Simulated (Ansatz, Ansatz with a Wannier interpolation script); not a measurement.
# From a coarse GW mesh to bands everywhere: ThS2 (Pnma), part 2 of 2

G0W0 gives levels on a mesh alone; what do the bands of ThS2 (Pnma) look like between the points?

Ansatz 0.2.0; LDA, Wannier functions and G0W0, plane waves, PAW. Known limits of the many-body steps: not at the basis limit; f levels unsure; no spin-orbit coupling; coarse k mesh.

So far. Step 2 (LDA bands): The gap is direct, at Γ. Step 3 (Wannier functions (S:3p Th:5f) on 4×8×4): Near the gap the model misses directly solved bands by 0.6 meV r.m.s. and by 6 meV at most in the window tested. This tests the starting bands, not the corrections carried with them.

## 4. G0W0 at every point of the mesh: 2×4×2 mesh, 797 empty bands, screening to 120 eV

G0W0 replaces the xc potential by the self-energy, built once from these orbitals. Only a window of levels is corrected, while the sums run over the empty bands that the input names.

This step: G0W0 on LDA, plane waves, PAW.

File input.yaml:

```yaml
crystal:
  lattice:
    - [7.263, 0.0, 0.0]
    - [0.0, 4.267, 0.0]
    - [0.0, 0.0, 8.617]
  atoms:
    - { symbol: Th, position: [0.75, 0.75, 0.125] }
    - { symbol: Th, position: [0.25, 0.25, 0.875] }
    - { symbol: Th, position: [0.75, 0.25, 0.625] }
    - { symbol: Th, position: [0.25, 0.75, 0.375] }
    - { symbol: S, position: [0.15, 0.75, 0.068] }
    - { symbol: S, position: [0.85, 0.25, 0.932] }
    - { symbol: S, position: [0.35, 0.25, 0.568] }
    - { symbol: S, position: [0.65, 0.75, 0.432] }
    - { symbol: S, position: [0.535, 0.75, 0.82] }
    - { symbol: S, position: [0.465, 0.25, 0.18] }
    - { symbol: S, position: [0.965, 0.25, 0.32] }
    - { symbol: S, position: [0.035, 0.75, 0.68] }
kpoints:
  mp_grid: { grid: [2, 4, 2] }
hamiltonian:
  xc: lda
scf:
  occupations: { method: fixed }
gw:
  n_empty_bands: 797
  ecut_chi: 120.0
  qp_bands: [v24, c20]
  screening: { model: contour_deformation }
```

Started as:

```sh
ansatz run input.yaml --threads 16 --pin off --max-ram 27648MiB --backend cpu --events-out ev --progress --plain --runs-dir out
```

Numbers of over 12 decimals in the logs are rounded to 6 here.

The log of the run:

```text
[...]
Crystal: 12 atoms, lattice volume = 267.051 Å³
Basis set: ecut = 420 eV, 5207 PW (Γ)
Bands: 60, of which v1, the nominal top of the filled ones, is band 48 counted from 1 (47 counted from 0)
Symmetry: 8 space group operations
[...]
k-points: 12 of 16
[...]
SCF iter   1: F=—  HF=-58470.324327 eV  |F-HF|=—  |Δ(HF+E_count)|=         —  Δρ=7.88e-3  dr2=1.10e-1  ethr=1.77e-3  ⟨swp⟩=5.1  Hψ=2589  notcnv=0  defer=109
[...]
SCF iter   7: F=-58470.313518 eV  HF=-58470.313518 eV  |F-HF|=6.55e-10  |Δ(HF+E_count)|=   2.83e-8  Δρ=1.71e-6  dr2=1.00e-8  ethr=1.04e-10  ⟨swp⟩=20.9  Hψ=3776  notcnv=0
SCF 1 converged in 7 iterations: F = -58470.313518 eV  dr2 = 1.00e-8
[...]
G₀W₀ screening: q 1/12
[... further progress lines ...]
SCF converged after 7 iterations
Free energy (F): -58470.313518 eV
[...]
Internal energy: -58470.313518 eV  (E = F + TS)
E sigma→0 (E₀):  -58470.313518 eV
Fermi energy:    10.935277 eV
[...]
--- Band table (eV; the first three rows and the last of 12) ---
  k-point 0: bands = [... 44 lower, 9.7849, 10.7034, 10.8609, 10.9353, 11.4505, 12.3619, 12.6618, 12.6872, ... 8 higher]
  k-point 1: bands = [... 44 lower, 10.0855, 10.0855, 10.5197, 10.5197, 11.9925, 11.9925, 12.5387, 12.5387, ... 8 higher]
  k-point 2: bands = [... 44 lower, 9.6973, 9.8373, 9.9541, 10.1883, 12.1284, 12.7919, 12.8841, 12.9844, ... 8 higher]
  k-point 11: bands = [... 44 lower, 10.0158, 10.0158, 10.0158, 10.0158, 12.9683, 12.9683, 12.9683, 12.9683, ... 8 higher]
--- G₀W₀: contour deformation, 8 samples at zero and on the imaginary axis and 2 off it, 16 q-points, 797 empty bands' worth ---
  eigenvalues of the whole cell's RPA ε∞ on this k-mesh (on a slab, of 1 + 4πα/V) = 9.7141, 9.8385, 10.1831; static W/v taken at q = 0 is 0.101056
  bands read: the sum over 845 bands ends inside a degenerate multiplet in 10 slots, whose members it reads at an even weight; the widest, k=10: bands 845 to 848 (counted from 1) at 1/4 each
  `?` marks the rows in doubt; gw_qp.tsv's column doubts and the gw_qp event give each row's grounds
    ik  band        ε_KS         Σx   Σc(E_QP)       V_xc       Z   E_QP_lin       E_QP  E_QP is
     0    25      6.3254   -17.7472     3.4000   -14.0160  0.6971     5.9923     5.9942  root
     0    26      6.5035   -17.2865     3.2147   -13.7140  0.7002     6.1443     6.1456  root
     0    27      6.6091   -17.6588     3.4450   -13.8509  0.7051     6.2451     6.2462  root
     0    28      6.8101   -18.0766     3.1621   -14.6334  0.7061     6.5277     6.5289  root
     0    29      7.2217   -17.6493     3.0585   -14.2206  0.7030     6.8494     6.8515  root
     0    30      7.2428   -17.6896     3.0943   -14.2211  0.7064     6.8678     6.8687  root
     0    31      7.2559   -17.4690     3.0582   -14.1084  0.6987     6.9537     6.9534  root
     0    32      7.6433   -17.4269     2.5560   -14.5214  0.7265     7.2910     7.2939  root
     0    33      7.6444   -17.1608     2.7936   -14.0018  0.7090     7.2756     7.2790  root
     0    34      7.7740   -17.1241     2.6458   -14.0975  0.7179     7.3894     7.3932  root
     0    35      7.9148   -17.7466     2.7830   -14.6294  0.7111     7.5779     7.5806  root
     0    36      7.9585   -18.4167     2.7605   -15.3211  0.7211     7.6204     7.6234  root
     0    37      8.2558   -17.4509     2.4434   -14.6666  0.7256     7.9121     7.9150  root
     0    38      8.4097   -17.8887     2.4382   -15.1528  0.7281     8.1098     8.1119  root
[...]
0    54     13.1318   -14.5890    -7.4770   -23.9465  0.7133    15.1616    15.0123  root ?
     0    55     13.2223   -14.4398    -7.5761   -23.8487  0.7088    15.2038    15.0551  root ?
[...]
0    58     13.4014   -15.3049    -7.8936   -25.1281  0.7012    15.5169    15.3310  root ?
[...]
0    60     13.4843   -12.9738    -7.1348   -21.6891  0.7161    15.1691    15.0647  root ?
     0    61     13.5373   -15.6951    -7.9055   -25.5051  0.6951    15.6308    15.4417  root ?
     0    62     13.5500   -14.8970    -7.5253   -24.2293  0.7059    15.5096    15.3570  root ?
     0    63     13.5737   -15.6638    -8.1412   -25.7399  0.6918    15.7107    15.5085  root ?
     0    64     13.5787   -15.1368    -7.8854   -24.8595  0.6953    15.5912    15.4160  root ?
     0    65     13.6428   -16.2508    -8.5164   -26.7865  0.6849    15.9031    15.6620  root ?
     0    66     13.7068   -14.9052    -7.8272   -24.5309  0.6974    15.6721    15.5053  root ?
     0    67     13.7331   -16.3155    -8.7703   -27.1061  0.6783    16.0165    15.7533  root ?
     0    68     13.7626   -16.3665    -8.8140   -27.1965  0.6756    16.0434    15.7787  root ?
[...]
1    57     13.3977   -14.0258    -7.1199   -22.8317  0.7161    15.2011    15.0837  root ?
     1    58     13.3977   -14.0258    -7.1199   -22.8317  0.7161    15.2011    15.0837  root ?
[...]
11    44      9.5680   -18.1304     2.0914   -15.7294  0.7480     9.2569     9.2585  root
    11    45     10.0158   -18.2742     1.7303   -16.3662  0.7501     9.8377     9.8381  root
    11    46     10.0158   -18.2742     1.7303   -16.3662  0.7501     9.8377     9.8381  root
    11    47     10.0158   -18.2742     1.7303   -16.3662  0.7501     9.8377     9.8381  root
    11    48     10.0158   -18.2742     1.7303   -16.3662  0.7501     9.8377     9.8381  root
[...]
11    64     13.5824   -15.8848    -8.1735   -26.0166  0.6916    15.7524    15.5408  root ?
    11    65     13.6917   -15.8408    -8.4980   -26.3000  0.6840    15.8838    15.6528  root ?
    11    66     13.6917   -15.8408    -8.4980   -26.3000  0.6840    15.8838    15.6528  root ?
    11    67     13.6917   -15.8408    -8.4980   -26.3000  0.6840    15.8838    15.6528  root ?
    11    68     13.6917   -15.8408    -8.4980   -26.3000  0.6840    15.8838    15.6528  root ?
```

Elapsed: 23 min, on 16 threads of Arm Neoverse V1, shared host; peak memory 14 GiB; 5.7 h of CPU time.

This step gave:

| Item | Value |
| --- | --- |
| bands summed | 845 |
| RPA ε∞ on this mesh (eigenvalues) | 9.714, 9.839, 10.18 |
| plane waves in the screening matrix | 809 |
| q-points in the mesh | 16 |
| G0W0 gap on the mesh | 1.439 eV |
| k of the valence top | 0, 0, 0 |
| k of the conduction bottom | 0, 0, 0 |
| starting gap on the mesh | 0.5152 eV |
| Z at the valence top | 0.7578 |
| Z at the conduction bottom | 0.7799 |
| least direct G0W0 gap on the computed points | 1.439 eV |

The gap on the mesh goes from 0.52 eV to 1.44 eV, a correction of +0.92 eV. Between the two edge states, bare exchange in place of the xc potential would open the gap by 7.16 eV, and correlation takes back 6.24 eV.

## 5. Interpolating the corrections

A script adds the corrections, carried to the Wannier functions and back, to the LDA levels, along the path and on a 9×13×9 mesh.

- G0W0 gap over the zone: 1.439 eV
- valence top at: Γ
- conduction bottom at: Γ
- starting gap over the zone: 0.5152 eV
- least direct G0W0 gap: 1.439 eV
- G0W0 gap on the mesh: 1.439 eV
- valence width, start: 5.199 eV
- valence width, G0W0: 5.252 eV
- gap by a rigid shift: 1.439 eV

Levels solved directly plus the interpolated quasiparticle correction. Limits: finite bands, cutoff and mesh; f levels unsure; no spin-orbit coupling; coarse k mesh. The quasiparticle bands at the labelled points (eV, zero at the valence-band top of each set):

| point | band 45 | band 46 | band 47 | band 48 | band 49 | band 50 | band 51 | band 52 |
| --- | --- | --- | --- | --- | --- | --- | --- | --- |
| Γ | -1.13 | -0.19 | -0.03 | 0.00 | 1.44 | 2.93 | 3.08 | 3.26 |
| halfway | -0.79 | -0.60 | -0.58 | -0.14 | 1.91 | 2.91 | 3.22 | 3.38 |
| X | -1.21 | -1.21 | -0.46 | -0.46 | 2.70 | 2.70 | 3.45 | 3.45 |
| halfway | -0.99 | -0.99 | -0.20 | -0.20 | 3.45 | 3.45 | 4.05 | 4.05 |
| S | -0.80 | -0.80 | -0.80 | -0.80 | 4.29 | 4.29 | 4.29 | 4.29 |
| halfway | -1.30 | -1.30 | -0.63 | -0.63 | 4.10 | 4.10 | 4.21 | 4.21 |
| Y | -1.40 | -1.40 | -0.50 | -0.50 | 3.93 | 3.93 | 4.13 | 4.13 |
| halfway | -1.27 | -1.01 | -0.92 | -0.68 | 2.49 | 3.56 | 3.66 | 3.88 |
| Γ | -1.13 | -0.19 | -0.03 | 0.00 | 1.44 | 2.93 | 3.08 | 3.26 |
| halfway | -0.89 | -0.39 | -0.34 | -0.08 | 1.75 | 2.62 | 2.99 | 3.04 |
| Z | -0.75 | -0.75 | -0.31 | -0.31 | 2.35 | 2.35 | 2.75 | 2.75 |
| halfway | -1.02 | -1.02 | -0.39 | -0.39 | 2.72 | 2.72 | 3.03 | 3.03 |
| U | -0.91 | -0.91 | -0.69 | -0.69 | 3.30 | 3.30 | 3.34 | 3.34 |
| halfway | -0.72 | -0.72 | -0.50 | -0.50 | 3.40 | 3.40 | 3.84 | 3.84 |
| R | -0.80 | -0.80 | -0.80 | -0.80 | 4.07 | 4.07 | 4.07 | 4.07 |
| halfway | -0.90 | -0.90 | -0.82 | -0.82 | 4.03 | 4.03 | 4.15 | 4.15 |
| T | -1.12 | -1.12 | -0.87 | -0.87 | 4.09 | 4.09 | 4.18 | 4.18 |
| halfway | -1.01 | -1.01 | -0.55 | -0.55 | 3.21 | 3.21 | 3.67 | 3.67 |
| Z | -0.75 | -0.75 | -0.31 | -0.31 | 2.35 | 2.35 | 2.75 | 2.75 |
| jump to X | -1.21 | -1.21 | -0.46 | -0.46 | 2.70 | 2.70 | 3.45 | 3.45 |
| halfway | -1.09 | -1.09 | -0.53 | -0.53 | 2.91 | 2.91 | 3.44 | 3.44 |
| U | -0.91 | -0.91 | -0.69 | -0.69 | 3.30 | 3.30 | 3.34 | 3.34 |
| jump to Y | -1.40 | -1.40 | -0.50 | -0.50 | 3.93 | 3.93 | 4.13 | 4.13 |
| halfway | -1.41 | -1.41 | -0.65 | -0.65 | 3.98 | 3.98 | 4.23 | 4.23 |
| T | -1.12 | -1.12 | -0.87 | -0.87 | 4.09 | 4.09 | 4.18 | 4.18 |
| jump to S | -0.80 | -0.80 | -0.80 | -0.80 | 4.29 | 4.29 | 4.29 | 4.29 |

The same for LDA:

| point | band 45 | band 46 | band 47 | band 48 | band 49 | band 50 | band 51 | band 52 |
| --- | --- | --- | --- | --- | --- | --- | --- | --- |
| Γ | -1.15 | -0.23 | -0.07 | 0.00 | 0.52 | 1.43 | 1.73 | 1.75 |
| X | -1.25 | -1.25 | -0.54 | -0.54 | 1.39 | 1.39 | 1.77 | 1.77 |
| S | -0.91 | -0.91 | -0.91 | -0.91 | 2.13 | 2.13 | 2.13 | 2.13 |
| Y | -1.32 | -1.32 | -0.60 | -0.60 | 1.86 | 1.86 | 2.11 | 2.11 |
| Γ | -1.15 | -0.23 | -0.07 | 0.00 | 0.52 | 1.43 | 1.73 | 1.75 |
| Z | -0.85 | -0.85 | -0.42 | -0.42 | 1.06 | 1.06 | 1.60 | 1.60 |
| U | -0.98 | -0.98 | -0.75 | -0.75 | 1.64 | 1.64 | 1.75 | 1.75 |
| R | -0.92 | -0.92 | -0.92 | -0.92 | 2.03 | 2.03 | 2.03 | 2.03 |
| T | -1.17 | -1.17 | -0.94 | -0.94 | 2.01 | 2.01 | 2.06 | 2.06 |
| Z | -0.85 | -0.85 | -0.42 | -0.42 | 1.06 | 1.06 | 1.60 | 1.60 |
| X | -1.25 | -1.25 | -0.54 | -0.54 | 1.39 | 1.39 | 1.77 | 1.77 |
| U | -0.98 | -0.98 | -0.75 | -0.75 | 1.64 | 1.64 | 1.75 | 1.75 |
| Y | -1.32 | -1.32 | -0.60 | -0.60 | 1.86 | 1.86 | 2.11 | 2.11 |
| T | -1.17 | -1.17 | -0.94 | -0.94 | 2.01 | 2.01 | 2.06 | 2.06 |

Corrections by starting level (eV, on the run's own energy scale, so only their differences matter):

| start | correction |
| --- | --- |
| -5.05 | −0.36 |
| -4.48 | −0.36 |
| -4.12 | −0.28 |
| -3.71 | −0.35 |
| -3.40 | −0.36 |
| -3.06 | −0.36 |
| -2.68 | −0.34 |
| -2.29 | −0.34 |
| -2.00 | −0.32 |
| -1.77 | −0.31 |
| -1.48 | −0.32 |
| -0.98 | −0.23 |
| -0.61 | −0.18 |
| -0.23 | −0.25 |
| 1.06 | +1.00 |
| 1.64 | +1.41 |
| 2.08 | +1.38 |
| 2.67 | +1.41 |

## 6. LDA+SOC bands, for comparison

Spin-orbit coupling can split or shift the edges; a non-collinear run measures by how much.

This step: DFT, LDA with spin-orbit coupling, plane waves, PAW.

input.yaml, the sections that differ from step 4:

```yaml
kpoints:
  mp_grid: { grid: [2, 4, 2] }
  band_path:
    path:
      - [[0.0, 0.0, 0.0], [0.5, 0.0, 0.0], [0.5, 0.5, 0.0], [0.0, 0.5, 0.0], [0.0, 0.0, 0.0], [0.0, 0.0, 0.5], [0.5, 0.0, 0.5], [0.5, 0.5, 0.5], [0.0, 0.5, 0.5], [0.0, 0.0, 0.5]]
      - [[0.5, 0.0, 0.0], [0.5, 0.0, 0.5]]
      - [[0.0, 0.5, 0.0], [0.0, 0.5, 0.5]]
      - [[0.5, 0.5, 0.0], [0.5, 0.5, 0.5]]
    npoints: 10
scf:
  occupations: { method: fermi_dirac, width: 0.02 }
  n_extra_bands: 16
magnetization:
  noncollinear: true
  spin_orbit: true
output:
  eigenvalues: true
# crystal, hamiltonian: as in step 4
# gw: removed
```

The log of the run:

```text
[...]
non-collinear run that drives no moment, with spin-orbit: no starting moment large enough to seed its density (crystal.atoms[].spin), no starting occupations that ask for one, no magnetisation constraint and no magnetic field, so the semilocal B_xc is pinned to zero
Crystal: 12 atoms, lattice volume = 267.051 Å³
Basis set: ecut = 420 eV, 5207 PW (Γ)
Bands: 112, of which v1, the nominal top of the filled ones, is band 96 counted from 1 (95 counted from 0)
Symmetry: 8 space group operations + 8 with time reversal
[...]
k-points: 12 of 16
Projection manifold: j_resolved (fully-relativistic pseudo-atomic orbitals)
[...]
SCF iter   1: F=—  HF=-58750.480539 eV  |F-HF|=—  |Δ(HF+E_count)|=         —  Δρ=2.80e-2  dr2=2.01e0  dr2_m=0.00e0 (ungated)  ethr=3.10e-3  |M|=0.00e0 ∫|m|=0.00e0 μB  |m|>n=0.0e0 m-floor=0.0e0 τ_xc=0.0e0  β_m=0.30  ⟨swp⟩=7.2  Hψ=3853  notcnv=0
[...]
spin=Noncollinear: Resta preconditioning applied to the charge; magnetization (m_x, m_y, m_z) channels mix plain (no charge-response kernel on spin).
SCF iter   2: F=—  HF=-58750.198196 eV  |F-HF|=—  |Δ(HF+E_count)|=   2.82e-1  Δρ=2.05e-2  dr2=1.03e0  dr2_m=0.00e0 (ungated)  ethr=2.09e-3  |M|=0.00e0 ∫|m|=0.00e0 μB  |m|>n=0.0e0 m-floor=0.0e0 τ_xc=0.0e0  β_m=0.65  ⟨swp⟩=2.7  Hψ=852  notcnv=0  defer=94
[...]
SCF iter   8: F=-58749.937728 eV  HF=-58749.937728 eV  |F-HF|=2.26e-10  |Δ(HF+E_count)|=   1.35e-7  Δρ=1.81e-6  dr2=8.00e-9  dr2_m=0.00e0 (ungated)  ethr=1.04e-10  |M|=0.00e0 ∫|m|=0.00e0 μB  |m|>n=0.0e0 m-floor=0.0e0 τ_xc=0.0e0  ⟨swp⟩=18.0  Hψ=2935  notcnv=0
SCF 1 converged in 8 iterations: F = -58749.937728 eV  dr2 = 8.00e-9
[...]
SCF converged after 8 iterations
Magnetization: |M| = 0.0000 μB,  M = (+0.0000, +0.0000, +0.0000) μB
Absolute magnetization: 0.0000 μB (∫|m|)
  site 0: m = (+0.0000, +0.0000, +0.0000) μB, |m| = 0.0000 μB  (R = 1.13 Å)
  site 1: m = (+0.0000, +0.0000, +0.0000) μB, |m| = 0.0000 μB  (R = 1.13 Å)
  site 2: m = (+0.0000, +0.0000, +0.0000) μB, |m| = 0.0000 μB  (R = 1.13 Å)
  site 3: m = (+0.0000, +0.0000, +0.0000) μB, |m| = 0.0000 μB  (R = 1.13 Å)
  site 4: m = (+0.0000, +0.0000, +0.0000) μB, |m| = 0.0000 μB  (R = 1.13 Å)
  site 5: m = (+0.0000, +0.0000, +0.0000) μB, |m| = 0.0000 μB  (R = 1.13 Å)
  site 6: m = (+0.0000, +0.0000, +0.0000) μB, |m| = 0.0000 μB  (R = 1.13 Å)
  site 7: m = (+0.0000, +0.0000, +0.0000) μB, |m| = 0.0000 μB  (R = 1.13 Å)
  site 8: m = (+0.0000, +0.0000, +0.0000) μB, |m| = 0.0000 μB  (R = 1.24 Å)
  site 9: m = (+0.0000, +0.0000, +0.0000) μB, |m| = 0.0000 μB  (R = 1.24 Å)
  site 10: m = (+0.0000, +0.0000, +0.0000) μB, |m| = 0.0000 μB  (R = 1.24 Å)
  site 11: m = (+0.0000, +0.0000, +0.0000) μB, |m| = 0.0000 μB  (R = 1.24 Å)
Free energy (F): -58749.937728 eV
[...]
Internal energy: -58749.937727 eV  (E = F + TS)
E sigma→0 (E₀):  -58749.937728 eV
Entropy (-TS):   -0.000001 eV (-0.000 meV/atom)
Fermi energy:    11.244177 eV
[...]
--- Band table (eV; the first three rows and the last of 12) ---
  k-point 0: bands = [... 92 lower, 10.9193, 10.9193, 11.0274, 11.0274, 11.4609, 11.4609, 12.3884, 12.3884, ... 12 higher]
  k-point 1: bands = [... 92 lower, 10.5434, 10.5434, 10.5434, 10.5434, 12.0151, 12.0151, 12.0151, 12.0151, ... 12 higher]
  k-point 2: bands = [... 92 lower, 9.9460, 9.9460, 10.2236, 10.2236, 12.1512, 12.1512, 12.8061, 12.8061, ... 12 higher]
  k-point 11: bands = [... 92 lower, 10.0737, 10.0737, 10.0737, 10.0737, 12.9905, 12.9905, 12.9905, 12.9905, ... 12 higher]
```

It took 2.1 min on 16 threads; peak memory 8.2 GiB; 33 min of CPU time.

This step gave:

```yaml
filled_bands: 96
gap: 0.4336 eV
valence_top_at: k = Γ
conduction_bottom_at: k = Γ
least_direct_gap: 0.4336 eV
```

The gap stands −0.08 eV against LDA.

## 7. Results

| Item | Value |
| --- | --- |
| LDA gap | 0.52 eV |
| G0W0 gap over the zone | 1.44 eV, direct |
| least direct G0W0 gap, in the model | 1.44 eV |
| with the spin-orbit change | 1.36 eV |
| GW settings | 2×4×2 mesh, 797 empty bands, screening to 120 eV |
| known limits | not at the basis limit; f levels unsure; no spin-orbit coupling; coarse k mesh |

**Reading.** The Wannier model follows the LDA bands to under 1 meV r.m.s. near the gap. The G0W0 gap over the zone is 1.44 eV, direct, from Γ to Γ; on the mesh alone it is 1.44 eV, nearly the same. The valence width in the model goes from 5.20 eV to 5.25 eV. LDA+SOC gives a gap of 0.43 eV on the same path, a spin-orbit change of −0.08 eV that would bring the G0W0 gap to 1.36 eV. Bands and cutoff are finite, so the gap is not at the basis limit. The miss can reach some tenths of an eV and take either sign; the mesh is an error of its own. Above the frozen window of the model the interpolated levels need not meet the computed ones, even at points of the mesh. The 2×4×2 mesh is coarse for this cell (its supercell is 15 Å along the shortest edge). The RPA ε∞ on it, from the LDA start, is 9.71, 9.84 and 10.18; such meshes misread the long-range screening, most where the gap is narrow. The compound holds f electrons or empty f levels, where one-shot G0W0 is unsure.

[Paths, hosts, dates, memory and timing lines, banners, echoed tables and standing remarks are left out of the program output.]

[Logs are printed without paths, hosts, clocks, repeated set-up lines and the standing remarks that a program may print on its own settings, such as how far it seeks lower states.]

[Runs of the session that timed out or met a known fault of the program may be left out.]

[Hosts, paths, dates, database ids (printed as entryN), source tags and the programs' standing remarks are cut or masked in the printed files.]
